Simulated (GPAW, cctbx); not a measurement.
# Reading charge transfer from structure factors

BiP, Fm-3m (no. 225), a = 5.8433 Å, b = 5.8433 Å, c = 5.8433 Å, α = 90.00°, β = 90.00°, γ = 90.00°.

```csv
atom,mult.,x,y,z
Bi1,4,1/2,0,0
P1,4,0,0,0
```

The start was made by putting kin elements into a known structure type; the compound need not exist, or be stable, in this form.

Absolute values of the static structure factors of the conventional cell from DFT (PBE, GPAW) against free spherical atoms, in electrons:

| hkl | d (Å) | free atoms | crystal |
| --- | --- | --- | --- |
| 111 | 3.374 | 251.08 | 250.30 |
| 020 | 2.922 | 334.49 | 334.85 |
| 022 | 2.066 | 305.21 | 304.97 |
| 131 | 1.762 | 219.16 | 219.59 |
| 222 | 1.687 | 285.30 | 284.93 |
| 040 | 1.461 | 270.00 | 270.39 |
| 133 | 1.341 | 198.07 | 198.17 |
| 042 | 1.307 | 257.45 | 257.53 |
| 242 | 1.193 | 246.78 | 246.74 |
| 333 | 1.125 | 182.62 | 182.60 |

**Question.** Which way does charge move, and which reflections show it best?

Project each element's phase sum on the total phase. At low angle |F| should rise if density moves to atoms that scatter in phase and fall if it moves to atoms that scatter against it.

| hkl | Bi in phase | P in phase | change (e) | (%) |
| --- | --- | --- | --- | --- |
| 111 | +4.0 | -4.0 | -0.79 | -0.3 |
| 020 | +4.0 | +4.0 | +0.35 | +0.1 |
| 022 | +4.0 | +4.0 | -0.24 | -0.1 |
| 131 | +4.0 | -4.0 | +0.42 | +0.2 |
| 222 | +4.0 | +4.0 | -0.38 | -0.1 |
| 040 | +4.0 | +4.0 | +0.40 | +0.1 |
| 133 | +4.0 | -4.0 | +0.10 | +0.1 |
| 042 | +4.0 | +4.0 | +0.08 | 0.0 |

Low-angle reflections that set elements apart and change by more than 0.05 e: 111 and 131. The real-space density gives Voronoi charges Bi +0.30, P -0.30 e. The signs that these charges predict hold for 111 and fail for 131, so the simple rule can't give the direction here. The reflections see the density near the nuclei and the atoms' change of size and shape; Voronoi cells count what crosses the midplanes.

[Outputs are excerpts: Python notices, other lines and further rows are left out; steps that failed or that the build refused (PBEsol, TPSS) are not shown.]

[Logs are printed without paths, hosts, clocks, repeated set-up lines and the standing remarks that a program may print on its own settings, such as how far it seeks lower states.]
